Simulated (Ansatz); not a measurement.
# Is Ti-Pd-Pd-Ti stack of (111) layers a stable metal?, part 2 of 2

The plan: relax Ti-Pd-Pd-Ti stack of (111) layers, check its phonons, and, if the lattice is stable, compute its Eliashberg function and ρ(T).

Ansatz 0.2.0; DFT PBEsol, scalar-relativistic, plane waves, PAW; PAW set soft_1.

So far: The starting structure; Rough relaxation; Relaxing cell and atoms.

**4. Tight relaxation**

No force is left; the cell is relaxed once more with another smearing and tight thresholds.

Contents of input.yaml:

```yaml
crystal:
  lattice:
    - [2.7920898329, -2.9303e-06, 0.0]
    - [-1.3960423788, 2.41802219, 0.0]
    - [0.0, 0.0, 37.2753573569]
  atoms:
    - { symbol: Ti, position: [0.0, 0.0, 0.1503553512] }
    - { symbol: Pd, position: [0.3333333333, 0.6666666667, 0.2065519146] }
    - { symbol: Pd, position: [0.6666666667, 0.3333333333, 0.2693034831] }
    - { symbol: Ti, position: [0.0, 0.0, 0.3255000465] }
  periodic: [true, true, false]
kpoints:
  mp_grid: { grid: [12, 12, 1] }
hamiltonian:
  xc: pbesol
  pseudopotentials: { kind: paw, azcp: { folder: soft_1 }, xc_functional: pbe }
scf:
  occupations: { method: methfessel_paxton, width: 0.2 }
output:
  forces: true
  stress: true
  eigenvalues: true
relax:
  adjacent_minimum: "off"
  f_tol: 0.001
  max_steps: 60
  cell: { stress_2d_tol: 0.002 }
```

Started as:

```bash
$ ansatz run input.yaml --threads 4 --pin off --max-ram 12288MiB --backend cpu --events-out ev --progress --plain --runs-dir out
```

Numbers of over 12 decimals in the logs are rounded to 6 here.

Output:

```text
[the first part of the log is left out]
  E_aug_tail   = 0.000291  (compensation charges beyond the density's cutoff)
  E_ewald      = 153986.530616
  E_core_change = 0.883819  (= ΣΔE_core)
  E_smearing   = -0.037182  (= −TS)
  E_closure    = -0.000000  (closes the sum)
  Σ components = -18760.280659   (vs F -18760.280659, Δ=0.00e0)
--- Forces (eV/Å), atoms counted from 1 ---
  atom   1  Ti     0.00000000    -0.00000000     0.00058606
  atom   2  Pd     0.00000000     0.00000000    -0.00072757
[...]
0.000000      -0.000000      -0.000000
  P = ½ c Tr σ = -0.0004 N/m
--- Band table (eV; the first three rows and the last of 19) ---
[...]
--- Relaxed structure (3 steps of the walk, 3 accepted, 1 SCFs on fresh bases) ---
[...]
cell:  # Å, volume = 251.7493 Å³
    - [2.792594, -2.930792542154975e-6, 0]
    - [-1.396295, 2.418459, 0]
    - [0, 0, 37.2753573569]
  atoms:
    - { symbol: Ti, position: [0, 0, 0.150374] }
    - { symbol: Pd, position: [0.333333, 0.666667, 0.206563] }
    - { symbol: Pd, position: [0.666667, 0.333333, 0.269293] }
    - { symbol: Ti, position: [0, 0, 0.325481] }
```

Run time: 20 s. Hardware: 4 threads of Arm Neoverse V1, shared host; peak memory 0.69 GiB; 78 s of CPU time.

Little changed from the start: no atom moved by 0.005 Å and no cell edge by 0.1 %.

**5. Phonons by linear response: q 2×2×1, k 6×6×1**

Couplings are defined for a stable lattice alone, so phonons come first.

Contents of input.yaml:

```yaml
crystal:
  lattice:
    - [2.7925944902, -2.9308e-06, 0.0]
    - [-1.396294707, 2.4184592364, 0.0]
    - [0.0, 0.0, 37.2753573569]
  atoms:
    - { symbol: Ti, position: [0.0, 0.0, 0.1503744011] }
    - { symbol: Pd, position: [0.3333333333, 0.6666666667, 0.2065628467] }
    - { symbol: Pd, position: [0.6666666667, 0.3333333333, 0.269292551] }
    - { symbol: Ti, position: [0.0, 0.0, 0.3254809966] }
  periodic: [true, true, false]
kpoints:
  mp_grid: { grid: [6, 6, 1] }
hamiltonian:
  xc: pbesol
  pseudopotentials: { kind: paw, azcp: { folder: soft_1 }, xc_functional: pbe }
scf:
  occupations: { method: methfessel_paxton, width: 0.2 }
output:
  eigenvalues: true
phonons:
  method: dfpt
  qmesh: [2, 2, 1]
  temperatures: { t_max: 1000, t_step: 50 }
  qpath:
    path:
      - [0.0, 0.0, 0.0]
      - [0.5, 0.0, 0.0]
      - [0.33333333, 0.33333333, 0.0]
      - [0.0, 0.0, 0.0]
    npoints: 10
```

Output:

```text
Warning: crystal.symmetry: narrowed to the stabiliser of the run's FFT grids — unitary ops 12 → 6. A phonons.method: dfpt run fills in the rows of the dynamical matrix that it does not solve by its symmetry operations, which is exact only for operations that map its FFT grids onto themselves: filled in by any other, the frequencies could depend on the order in which like atoms are typed, or, by more than the grids' own error, on where the crystal sits among the grids' points. Excluded: 6 operations. The run can therefore solve more perturbations, solve them on more k-points, or both, and cost more. [rest of the remark cut]
[...]
Crystal: 4 atoms, lattice volume = 251.749 Å³
Basis set: ecut = 420 eV, 4997 PW (Γ), exchange–correlation on 40×40×500 points (8 copies of the dense FFT grid, shifted against one another)
Bands: 36, of which v1, the nominal top of the filled ones, is band 30 counted from 1 (29 counted from 0)
Symmetry: 12 space group operations
k-points: 7 of 36 (irreducible under 6 space group operations, time reversal used)
[...]
SCF iter   1: F=—  HF=-18780.421750 eV  |F-HF|=—  |Δ(HF+E_count)|=         —  Δρ=2.40e-1  dr2=6.72e2  ethr=3.10e-3  ⟨swp⟩=16.9  Hψ=3936  notcnv=0
automatic band count: the SCF goes on with 42 bands, as 36 were too few: they end inside the smearing window of the response
[...]
SCF iter   2: F=—  HF=-18776.856763 eV  |F-HF|=—  |Δ(HF+E_count)|=    3.56e0  S|Δr|=    0.00e0  Δρ=1.65e-1  dr2=7.59e1  ethr=3.10e-3  ⟨swp⟩=5.0  Hψ=1040  notcnv=0  defer=25
[...]
SCF iter  19: F=-18760.404764 eV  HF=-18760.404764 eV  |F-HF|=4.66e-10  |Δ(HF+E_count)|=  1.09e-10  S|Δr|=    0.00e0  Δρ=1.79e-8  dr2=3.34e-12  ethr=1.00e-12  ⟨swp⟩=24.4  Hψ=2257  notcnv=0
SCF 1 converged in 19 iterations: F = -18760.404764 eV  dr2 = 3.34e-12
[...]
phonons: the bands overlap, so this run is a metal and interpolates without the dipole-dipole term. If the crystal is really an insulator or semiconductor, its LO-TO splitting is missing
NSCF: frozen V_eff on 7 k-points
[...]
DFPT response loops at q = (0, 0, 0) (fractional): preconditioner auto → none (partly filled bands, converged f_vac=0.709); β = 0.50; Broyden in place of MSR1
[...]
SCF converged after 19 iterations
Stability not checked: this state was not tested for a lower state beside it, because cold or Methfessel-Paxton smearing, or corrected tetrahedra, fill the levels in a way that the test cannot read (fill_not_monotonic; see scf.lower_state_search)
Free energy (F): -18760.404764 eV
[...]
Internal energy: -18760.350229 eV  (E = F + TS)
E sigma→0 (E₀):  -18760.391130 eV
Entropy (-TS):   -0.054535 eV (-13.634 meV/atom)
Fermi energy:    -4.340757 eV
[...]
--- Band table (eV; the first three rows and the last of 7) ---
  k-point 0: bands = [... 26 lower, -6.4346, -5.9707, -5.9707, -5.2364, -4.5418, -4.5323, -3.5952, -3.2598, ... 8 higher]
  k-point 1: bands = [... 26 lower, -6.5301, -5.9375, -5.9222, -5.2197, -4.2764, -4.2012, -3.8771, -3.6187, ... 8 higher]
  k-point 2: bands = [... 26 lower, -5.6660, -5.5254, -5.5109, -5.0324, -4.4460, -4.1549, -3.2410, -2.7888, ... 8 higher]
  k-point 6: bands = [... 26 lower, -4.2864, -4.2864, -4.2304, -4.2304, -3.6552, -3.6552, -3.2884, -3.2884, ... 8 higher]
  ° read free of the cell's end (the report's vacuum.weakly_bound_levels)
--- Phonons (Γ-DFPT): 8 representative perturbations + reference (Σ response iterations 61) ---
  ASR residual: 9.380e-5 → 0.000e0 eV/Å²; symmetrization residual: 1.012e-4 eV/Å²
  The last average, over the group as it would stand without the narrowing to the FFT grids, took up to 7.995e-5 eV/Å² of the zone centre's force constants
  ASR residual per site (eV/Å²): 7.74e-5 9.38e-5 6.76e-5 8.65e-5
  Γ frequencies (cm⁻¹): 0.00 0.00 0.00 49.23 49.23 88.17 88.17 93.07 93.07 121.33 232.44 243.74
--- Phonons (arbitrary-q DFPT): 2 irreducible q on the 2×2×1 mesh ---
  q = [0.0000, 0.0000, 0.0000] (star 1, of the zone-centre solve; hermiticity 1.35e-5, symmetrization 5.14e-6, taken by the last average 8.11e-6): -0.00 0.00 0.00 49.23 49.23 88.17 88.17 93.07 93.07 121.33 232.44 243.74
  q = [0.0000, -0.5000, 0.0000] (star 3, 12 solved perturbations in 212 linear systems a pass and spin channel, the states on 20 of 36 k-point pairs; hermiticity 3.98e-5, symmetrization 4.37e-6, taken by the last average 5.24e-6): -182.16 -157.99 61.42 80.26 91.93 114.47 135.85 136.48 165.98 167.78 204.92 206.84
  sum rule: each row above includes the acoustic sum rule's correction from the zone centre's row sums; it moved no ω² by more than (0.70 cm⁻¹)²
  mesh force constants: q→R imaginary residual 1.77e-17; ASR residual 9.380e-5 → 0.000e0 eV/Å²; symmetrization residual 1.776e-15 eV/Å²
  interpolated dispersion: 31 rows × 12 modes
  density of states and harmonic sums: on the 26×26×1 q-mesh, interpolated from the force constants of a 2×2×1 supercell (no non-analytic term)
  largest difference from the sums on the solved wave vectors: F 6.83e-2 eV, S 8.50e-5 and C_V 2.32e-5 eV/K
  zero-point energy: 0.078658 eV/cell   skipped modes (ω ≤ 0): 145, of them read as no rigid motion or as one in doubt: 142 (2.050e0 modes/cell left out, lowest -182.16 cm⁻¹)   left out of the sums: 1.71e-1 of the cell's modes: C_V's classical limit lies that fraction below 3 k_B per atom; for a crystal, a wire or a layer, F and S can be off by more, and a phonons.interpolated_qmesh denser along its periods is the remedy for the sampling
```

Wall time 2.9 min (4 threads); peak memory 1.1 GiB; 11 min of CPU time.

The column dr2 measures how far the density is from self-consistency, as an energy; F and HF (Harris–Foulkes) agree once it is small.

This step gave:

```
share of imaginary modes in the plain interpolation between solved wavevectors : 0.1727
highest frequency, solved or plainly interpolated                              : 243.7 cm⁻¹
```

Solved on the 2×2×1 mesh alone; all other wavevectors are interpolated. Phonon branches along the path, in cm⁻¹:

```
  point  branch 1  branch 2  branch 3  branch 4  branch 9  branch 10  branch 11  branch 12
      Γ         0         0         0        49        93        121        232        244
halfway      -123      -102        59        66       144        155        205        215
      M      -182      -158        61        80       166        168        205        207
halfway      -163      -138        60        70       166        166        198        198
      K      -109      -109       -72       -72       173        175        175        183
halfway      -130      -107        59        83       154        162        199        207
      Γ         0         0         0        49        93        121        232        244
```

Lowest modes at the softest wavevector of the mesh. Modes at q = (0.500, 0.000, 0.000), with each element's share of the kinetic energy (negative means imaginary):

| mode | frequency (cm⁻¹) | Ti % | Pd % |
| --- | --- | --- | --- |
| 1 | -182.2 | 96 | 4 |
| 2 | -158.0 | 96 | 4 |
| 3 | 61.4 | 75 | 25 |
| 4 | 80.3 | 81 | 19 |
| 5 | 91.9 | 25 | 75 |
| 6 | 114.5 | 34 | 66 |

Displacements in mode 1 (-182.2 cm⁻¹), the largest set to 1, in the home cell:
```
Ti1  1.00  0.58 -0.07
Pd2  0.01  0.00  0.16
Pd3  0.01  0.00  0.16
Ti4 -1.00 -0.58  0.07
```

Displacements in mode 2 (-158.0 cm⁻¹), the largest set to 1, in the home cell:
```
Ti1  1.00  0.58 -0.14
Pd2  0.00  0.00  0.16
Pd3  0.00  0.00 -0.16
Ti4  1.00  0.58 -0.14
```

Among the solved wavevectors the lowest mode, translations apart, is -182 cm⁻¹, imaginary.

**6. Lattice stability: q 3×3×1, k 9×9×1**

An imaginary mode on so few k-points may come from the sampling, so the phonons are repeated with another q and k mesh.

input.yaml, as its differences from that of step 5:

```diff
@@ -12,3 +12,3 @@
 kpoints:
-  mp_grid: { grid: [6, 6, 1] }
+  mp_grid: { grid: [9, 9, 1] }
 hamiltonian:
@@ -22,3 +22,3 @@
   method: dfpt
-  qmesh: [2, 2, 1]
+  qmesh: [3, 3, 1]
   temperatures: { t_max: 1000, t_step: 50 }
```

Output:

```text
[...]
Crystal: 4 atoms, lattice volume = 251.749 Å³
Basis set: ecut = 420 eV, 4997 PW (Γ), exchange–correlation on 40×40×500 points (8 copies of the dense FFT grid, shifted against one another)
Bands: 36, of which v1, the nominal top of the filled ones, is band 30 counted from 1 (29 counted from 0)
Symmetry: 12 space group operations
k-points: 12 of 81 (irreducible under 6 space group operations, time reversal used)
[...]
SCF iter   1: F=—  HF=-18780.393826 eV  |F-HF|=—  |Δ(HF+E_count)|=         —  Δρ=2.42e-1  dr2=6.87e2  ethr=3.10e-3  ⟨swp⟩=15.8  Hψ=6673  notcnv=0
[...]
SCF iter  19: F=-18760.292334 eV  HF=-18760.292334 eV  |F-HF|=8.37e-11  |Δ(HF+E_count)|=  6.91e-11  S|Δr|=    0.00e0  Δρ=1.60e-8  dr2=8.70e-13  ethr=1.00e-12  ⟨swp⟩=26.5  Hψ=4362  notcnv=0
SCF 1 converged in 19 iterations: F = -18760.292334 eV  dr2 = 8.70e-13
[...]
SCF converged after 19 iterations
[...]
Free energy (F): -18760.292334 eV
[...]
Internal energy: -18760.253514 eV  (E = F + TS)
E sigma→0 (E₀):  -18760.282629 eV
Entropy (-TS):   -0.038819 eV (-9.705 meV/atom)
Fermi energy:    -4.432607 eV
Step filling:    the computed levels leave a gap of 0.0243 eV = 0.1 smearing widths at the electron count; against every level under it full and every level over it empty, smearing changes F+E_penalty+E_count by -17.912 meV and its σ→0 estimate by -8.208 meV
[...]
--- Band table (eV; the first three rows and the last of 12) ---
  k-point 0: bands = [... 26 lower, -6.5735, -6.1066, -6.1066, -5.3382, -4.6142, -4.6104, -3.7058, -3.3395, ... 8 higher]
  k-point 1: bands = [... 26 lower, -6.6482, -6.1047, -6.0884, -5.3034, -4.4459, -4.4417, -3.8091, -3.5565, ... 8 higher]
  k-point 2: bands = [... 26 lower, -6.5444, -6.0494, -5.8842, -5.3130, -4.3838, -4.2958, -3.9879, -3.6003, ... 8 higher]
  k-point 11: bands = [... 26 lower, -4.3588, -4.3588, -4.3059, -4.3059, -3.7628, -3.7628, -3.3940, -3.3940, ... 8 higher]
  ° read free of the cell's end (the report's vacuum.weakly_bound_levels)
[...]
ASR residual: 1.836e-4 → 0.000e0 eV/Å²; symmetrization residual: 1.649e-4 eV/Å²
[...]
ASR residual per site (eV/Å²): 9.37e-5 6.31e-5 1.84e-4 4.96e-6
[...]
--- Phonons (arbitrary-q DFPT): 3 irreducible q on the 3×3×1 mesh ---
[...]
interpolated dispersion: 31 rows × 12 modes
[...]
```

It took 11 min on 4 threads; peak memory 2.1 GiB.

This step gave:

```yaml
share_of_imaginary_modes_in_the_plain_interpolation_between_solved_wavevectors: 0.0306
highest_frequency_solved_or_plainly_interpolated: 231.2 cm⁻¹
```

Solved on the 3×3×1 mesh alone; all other wavevectors are interpolated. Phonon branches along the path, in cm⁻¹:

| point | branch 1 | branch 2 | branch 3 | branch 4 | branch 9 | branch 10 | branch 11 | branch 12 |
| --- | --- | --- | --- | --- | --- | --- | --- | --- |
| Γ | 0 | 0 | 0 | 49 | 90 | 120 | 224 | 231 |
| halfway | 67 | 71 | 94 | 107 | 151 | 160 | 222 | 224 |
| M | 69 | 73 | 88 | 97 | 195 | 200 | 203 | 212 |
| halfway | -27 | -19 | 48 | 74 | 178 | 179 | 194 | 194 |
| K | -98 | -98 | -49 | 39 | 168 | 168 | 169 | 180 |
| halfway | 71 | 93 | 101 | 107 | 154 | 162 | 218 | 219 |
| Γ | 0 | 0 | 0 | 49 | 90 | 120 | 224 | 231 |

Lowest modes at the softest wavevector of the mesh. The modes at q = (-0.333, -0.333, 0.000) (shares of kinetic energy by element, %) (negative means imaginary):

| mode | frequency (cm⁻¹) | Ti % | Pd % |
| --- | --- | --- | --- |
| 1 | -98.2 | 100 | 0 |
| 2 | -98.2 | 100 | 0 |
| 3 | -49.2 | 97 | 3 |
| 4 | 38.7 | 94 | 6 |
| 5 | 81.1 | 76 | 24 |
| 6 | 81.1 | 76 | 24 |

Displacements in mode 2 (-98.2 cm⁻¹), the largest set to 1, in the home cell (x, y, z of the real part, then of the imaginary part):
```
Ti1  0.00 -0.01  0.00  0.00  0.00  0.00
Pd2  0.00  0.00  0.02  0.00  0.00  0.00
Pd3  0.02 -0.01  0.00  0.01  0.02  0.00
Ti4  0.00  1.00  0.00  1.00  0.00  0.00
```

Displacements in mode 6 (81.1 cm⁻¹), the largest set to 1, in the home cell (x, y, z of the real part, then of the imaginary part):
```
Ti1  0.01 -0.07  0.00 -0.06 -0.03  0.00
Pd2 -0.05  0.03 -0.03  0.03  0.05 -0.01
Pd3  0.00  0.00 -0.52  0.00  0.00  0.01
Ti4  0.86  0.51  0.00 -0.51  0.86  0.00
```

The modes has structure finer than the step of the table below, so its rows give means over 10 cm⁻¹, whole bins alone (the curve runs from -108 to 248 cm⁻¹). Peaks (cm⁻¹: height): Pd 75.6: 0.0470, 102.5: 0.0520, 124.9: 0.0770, 183.2: 0.0475, 223.5: 0.0238; Ti 75.6: 0.0394, 98.0: 0.0504, 127.2: 0.0885, 221.3: 0.0512.

Phonopy on the run's constants, 21x21x1 mesh, Gaussian sigma 2.5 cm⁻¹. Table of modes by wavenumber; means over each step; values in 1/cm⁻¹/cell:

| wavenumber (cm⁻¹) | Pd | Ti |
| --- | --- | --- |
| -100 | 3.1e-6 | 0.00128 |
| -90 | 1.5e-5 | 0.00500 |
| -80 | 2.0e-5 | 0.00404 |
| -70 | 4.1e-5 | 0.00632 |
| -60 | 2.5e-6 | 5.4e-4 |
| -50 | 9.7e-5 | 0.00419 |
| -40 | 1.5e-4 | 0.00663 |
| -30 | 4.1e-5 | 0.00314 |
| -20 | 1.3e-4 | 0.00229 |
| -10 | 1.1e-4 | 0.00269 |
| 0 | 4.4e-4 | 2.2e-4 |
| 10 | 7.0e-4 | 0.00177 |
| 20 | 0.00199 | 0.00437 |
| 30 | 0.00355 | 0.00274 |
| 40 | 0.00549 | 0.00918 |
| 50 | 0.0104 | 0.0136 |
| 60 | 0.0177 | 0.0220 |
| 70 | 0.0336 | 0.0347 |
| 80 | 0.0398 | 0.0337 |
| 90 | 0.0306 | 0.0333 |
| 100 | 0.0442 | 0.0475 |
| 110 | 0.0300 | 0.0319 |
| 120 | 0.0464 | 0.0516 |
| 130 | 0.0589 | 0.0769 |
| 140 | 0.0376 | 0.0324 |
| 150 | 0.0297 | 0.0209 |
| 160 | 0.0226 | 0.0125 |
| 170 | 0.0341 | 0.0125 |
| 180 | 0.0398 | 0.0110 |
| 190 | 0.0423 | 0.0122 |
| 200 | 0.0251 | 0.0162 |
| 210 | 0.0153 | 0.0250 |
| 220 | 0.0201 | 0.0422 |
| 230 | 0.00907 | 0.0154 |
| 240 | 1.3e-4 | 1.7e-4 |

No LO-TO term; unit eigenvectors of the mass-weighted matrix. The modes at Γ (shares of kinetic energy by element, %):

| mode | frequency (cm⁻¹) | symmetry | Ti % | Pd % |
| --- | --- | --- | --- | --- |
| 1 | 0.0 | unnamed | 31 | 69 |
| 2 | 0.0 | unnamed | 31 | 69 |
| 3 | 0.0 | unnamed | 31 | 69 |
| 4 | 48.7 | Eg | 49 | 51 |
| 5 | 48.7 | Eg | 49 | 51 |
| 6 | 80.7 | Eu | 69 | 31 |
| 7 | 80.7 | Eu | 69 | 31 |
| 8 | 89.8 | Eg | 51 | 49 |
| 9 | 89.8 | Eg | 51 | 49 |
| 10 | 119.7 | A1g | 44 | 56 |
| 11 | 223.8 | A2u | 69 | 31 |
| 12 | 231.2 | A1g | 56 | 44 |

Displacements in mode 5 (48.7 cm⁻¹), the largest set to 1:
```
Ti1  0.64  1.00  0.00
Pd2  0.44  0.69  0.00
Pd3 -0.44 -0.69  0.00
Ti4 -0.64 -1.00  0.00
```

Displacements in mode 6 (80.7 cm⁻¹), the largest set to 1:
```
Ti1  0.11  1.00  0.00
Pd2 -0.05 -0.45  0.00
Pd3 -0.05 -0.45  0.00
Ti4  0.11  1.00  0.00
```

Among the solved wavevectors the lowest mode, translations apart, is -98.2 cm⁻¹, imaginary.

**7. Summary of results**

```
phonon run of the rows without a label of their own : PBEsol, q 3×3×1, k 9×9×1
softest mode on the q mesh                          : -98.2 cm⁻¹ at q = (-0.333, -0.333, 0)
highest frequency, solved or plainly interpolated   : 231 cm⁻¹
```

In words: The lattice is dynamically unstable at this level: a mode at q = (-0.333, -0.333, 0) is imaginary, 98.2i cm⁻¹, so no harmonic coupling constant or resistivity is defined for this structure. These meshes are coarse, and single modes of a metal can move by tens of cm⁻¹ with the k mesh. The coarser mesh found an imaginary mode at another wavevector, which this mesh lacks. The phonon runs are not spin-polarised. The PAW files were made for PBE; under other functionals the run regenerates their frozen core. The structure was built by hand as an ordered model, and its stability against other phases was not tested.

[Logs are printed without paths, hosts, clocks, repeated set-up lines and the standing remarks that a program may print on its own settings, such as how far it seeks lower states.]

[Hosts, paths, dates, database ids (printed as entryN), source tags and the programs' standing remarks are cut or masked in the printed files.]
